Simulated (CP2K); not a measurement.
Two runs for the S L₂,₃ edge of benzothiophene. Run A: CP2K XAS_TDP, all-electron GAPW, PBEh(45%), aug-cc-pVDZ, TDA, ZORA, spin–orbit coupling. Run B differs in one setting.

First lines with a strength over 0.0003. A:

| atom | energy (eV) | states | strength, one atom |
| --- | --- | --- | --- |
| S5 (bonded to 2 C) | 164.19 | 2 | 0.0019 |
|  | 164.37 | 1 | 0.0009 |
|  | 164.61 | 2 | 0.0003 |
|  | 164.76 | 1 | 0.0009 |
|  | 165.28 | 1 | 0.0016 |

B:

| atom | energy (eV) | states | strength, one atom |
| --- | --- | --- | --- |
| S5 (bonded to 2 C) | 167.00 | 2 | 0.0018 |
|  | 167.14 | 1 | 0.0009 |
|  | 167.37 | 2 | 0.0004 |
|  | 167.55 | 1 | 0.0010 |
|  | 168.06 | 2 | 0.0016 |

Q: Which was it: the basis, the functional, GW2X switched on?

GW2X switched on. GW2X shifts the lines nearly together; each 2p level gets its own shift. The lowest line over the strength cut lies at 167.00 eV, against 164.19 eV (PBEh(45%), aug-cc-pVDZ).

[Hosts, paths, dates, database ids (printed as entryN), source tags and the programs' standing remarks are cut or masked in the printed files.]
